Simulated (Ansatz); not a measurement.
# ZrTeSe monolayer, Janus: modes against uniaxial strain along the armchair direction, normal to a, with the width clamped, part 2 of 2

Aim: how do the optical modes of ZrTeSe monolayer, Janus shift and split under this strain?

Ansatz 0.2.0; DFT PBE, scalar-relativistic, plane waves, PAW; PAW set soft_1.

So far, highest optical mode at the zone centre (no LO-TO term) (cm⁻¹): step 5 (modes at rest) 236; step 7 (strain 5 %) 224.

### 8. A member of the series: uniaxial strain of -3 % along the armchair direction, normal to a, with the width clamped (continued)

Relaxation path:

| step | energy less that of the first step (eV) | largest force component (eV/Å) |
| --- | --- | --- |
| 1 | 0.0000 | 0.0951 |
| 2 | 0.0017 | 0.1742 |
| 3 | -0.0012 | 0.0083 |
| 4 | -0.0012 | 0.0052 |
| 5 | -0.0013 | 0.0004 |

Relaxation step 2 was tried and not accepted.

The run keeps the 2 symmetry operations that it works with, so distortions that break them were not tested.

The atoms that moved most (Å):

| atom | dx | dy | dz | length |
| --- | --- | --- | --- | --- |
| Se2 | 0.000 | 0.008 | 0.010 | 0.013 |
| Te3 | 0.000 | -0.005 | -0.010 | 0.012 |

The relaxed structure:

```xyz
3
Lattice="3.8890 0.0000 0.0000 -1.9445 3.2669 0.0000 0.0000 0.0000 30.0000" Properties=species:S:1:pos:R:3
Zr    0.0000   -0.0060   10.1012
Se    0.0000    2.1997   11.6130
Te    1.9445    1.0732    8.1858
```

This step gave:

```yaml
area_per_atom: 4.235 Å²
```

The largest force component left is 0.39 meV/Å.

### 9. Modes of this member: uniaxial strain of -3 % along the armchair direction, normal to a, with the width clamped

The zone-centre modes follow for uniaxial strain of -3 % along the armchair direction, normal to a, with the width clamped.

input.yaml

```yaml
crystal:
  lattice:
    - [3.8889826561, 0.0, 0.0]
    - [-1.9444913281, 3.2669190417, 0.0]
    - [0.0, 0.0, 30.0]
  atoms:
    - { symbol: Zr, position: [-0.0009144815, -0.0018289629, 0.33670531] }
    - { symbol: Se, position: [0.3366659251, 0.6733318503, 0.3871014147] }
    - { symbol: Te, position: [0.6642485563, 0.3284971125, 0.2728599419] }
  periodic: [true, true, false]
kpoints:
  mp_grid: { grid: [12, 12, 1] }
hamiltonian:
  xc: pbe
  pseudopotentials: { kind: paw, azcp: { folder: soft_1 } }
scf:
  occupations: { method: methfessel_paxton, width: 0.2 }
output:
  eigenvalues: true
phonons:
  method: dfpt
```

The run is started by

```sh
$ ansatz run input.yaml --threads 4 --pin off --max-ram 16384MiB --backend cpu --events-out ev --progress --plain --runs-dir out
```

Run time: 2.4 min. Hardware: 4 threads of Arm Neoverse V2, shared host; peak memory 1.9 GiB; 9.4 min of CPU time.

Numbers from this step:

```
sum-rule residual before enforcement                    : 1.16e-4 eV/Å²
highest optical mode at the zone centre (no LO-TO term) : 244.3 cm⁻¹
lowest optical zone-centre mode                         : 90.59 cm⁻¹
```

Patterns of degenerate modes are one choice out of their space. The modes at Γ (shares of kinetic energy by element, %):

| mode | frequency (cm⁻¹) | symmetry | Zr % | Se % | Te % |
| --- | --- | --- | --- | --- | --- |
| 1 | 0.0 | acoustic | 31 | 27 | 43 |
| 2 | 0.0 | acoustic | 31 | 27 | 43 |
| 3 | 0.0 | acoustic | 31 | 27 | 43 |
| 4 | 90.6 | A' | 36 | 9 | 55 |
| 5 | 93.7 | A'' | 31 | 13 | 56 |
| 6 | 142.4 | A' | 33 | 65 | 2 |
| 7 | 147.5 | A'' | 38 | 61 | 1 |
| 8 | 154.7 | A' | 3 | 48 | 49 |
| 9 | 244.3 | A' | 66 | 25 | 9 |

The lowest optical mode is real, 90.6 cm⁻¹, and the highest lies at 244.3 cm⁻¹.

Between step 5 and this run (strain -3 %) the value for the highest optical mode at the zone centre (no LO-TO term) moves from 236 cm⁻¹ to 244 cm⁻¹ (+3 %).

### 10. All members side by side

The members are set side by side, also those not shown above.

Energies are extrapolated to zero smearing, and E0 is that at rest; the cell is clamped and the atoms are relaxed; all runs use 12×12×1 k points and Methfessel-Paxton smearing of 0.2 eV. State of the crystal along the series:

| strain (%) | E - E0 (meV/atom) |
| --- | --- |
| -3 | 6.098 |
| -2 | 2.834 |
| -1 | 0.7714 |
| 0 | 0 |
| 1 | 0.6258 |
| 2 | 2.624 |
| 3 | 5.874 |
| 4 | 10.32 |
| 5 | 15.97 |

Optical modes are counted from below at rest and tracked from member to member by their patterns, and modes that stay within 0.3 cm⁻¹ of each other stand once; labels, where given, are those at rest, then, where named, those of the strained cell; the cell is clamped and the atoms are relaxed; all runs use 12×12×1 k points and Methfessel-Paxton smearing of 0.2 eV. Optical modes along the series:

| strain (%) | optical mode 1 E to A'' single part (cm⁻¹) | optical mode 2 E to A' single part (cm⁻¹) | optical mode 3 E to A'' single part (cm⁻¹) | optical mode 4 E to A' single part (cm⁻¹) | optical mode 5 A1 to A' (cm⁻¹) | optical mode 6 A1 to A' (cm⁻¹) |
| --- | --- | --- | --- | --- | --- | --- |
| -3 | 93.74 | 90.59 | 147.5 | 142.4 | 154.7 | 244.3 |
| -2 | 93.47 | 91.53 | 145.4 | 142.7 | 153.8 | 241.6 |
| -1 | 93.31 | 92.51 | 143.8 | 142.9 | 153.6 | 238.9 |
| 0 | 93.25 | 93.25 | 142.8 | 142.8 | 153.7 | 236.3 |
| 1 | 92.83 | 93.02 | 141.6 | 141.8 | 153.4 | 233.7 |
| 2 | 91.67 | 91.56 | 140 | 139.8 | 152.4 | 231 |
| 3 | 90.14 | 89.43 | 138.4 | 137.5 | 151.4 | 228.5 |
| 4 | 88.71 | 87.37 | 137 | 135.6 | 150.6 | 226.2 |
| 5 | 87.31 | 85.65 | 135.7 | 134 | 149.9 | 223.8 |

Value and slope at zero strain of a cubic (a lower polynomial where under five rows exist) through the rows within 2 % of rest. Slopes at rest:

| mode | frequency (cm⁻¹) | shift per percent of strain (cm⁻¹) |
| --- | --- | --- |
| optical mode 1 E to A'' single part | 93.2 | -0.17 |
| optical mode 2 E to A' single part | 93.2 | 0.34 |
| optical mode 3 E to A'' single part | 142.8 | -1.06 |
| optical mode 4 E to A' single part | 142.8 | -0.48 |
| optical mode 5 A1 to A' | 153.6 | -0.02 |
| optical mode 6 A1 to A' | 236.3 | -2.63 |

### 11. Summary of results

```json
{"members": "9", "highest optical mode at the zone centre (no LO-TO term), at rest": "236.3 cm⁻¹", "optical mode 3 E to A'' single part, shift per percent": "-1.06 cm⁻¹", "optical mode 4 E to A' single part, shift per percent": "-0.48 cm⁻¹", "optical mode 5 A1 to A', shift per percent": "-0.02 cm⁻¹", "optical mode 6 A1 to A', shift per percent": "-2.63 cm⁻¹"}
```

In words: The strain lowers the symmetry: the level at 142.8 cm⁻¹ splits, into 135.7 and 134.0 cm⁻¹ at +5 %. Within 2 % of rest several modes bend away from a straight line, so single slopes hold only near rest. The fastest shift in the table of slopes is -2.6 cm⁻¹ for each percent (optical mode 6 A1 to A'). The width is clamped, so the contraction across the strain that a free sheet shows is left out. These are harmonic frequencies at zero temperature: anharmonic shifts, linewidths and thermal expansion are left out. Spin-orbit coupling is left out, which can matter for the heavy elements here. With no gap, or one that is small against the smearing, the frequencies hang on the k mesh and the smearing, most of all near Kohn anomalies. A semilocal functional can close a gap that the real compound would have, so the metallic treatment may be an artefact of the level. The starting cell was built on a prototype and not taken from a measurement. Only the zone centre was solved, so an instability at another wavevector cannot show here.

[Logs are printed without paths, hosts, clocks, repeated set-up lines and the standing remarks that a program may print on its own settings, such as how far it seeks lower states.]

[Hosts, paths, dates, database ids (printed as entryN), source tags and the programs' standing remarks are cut or masked in the printed files.]
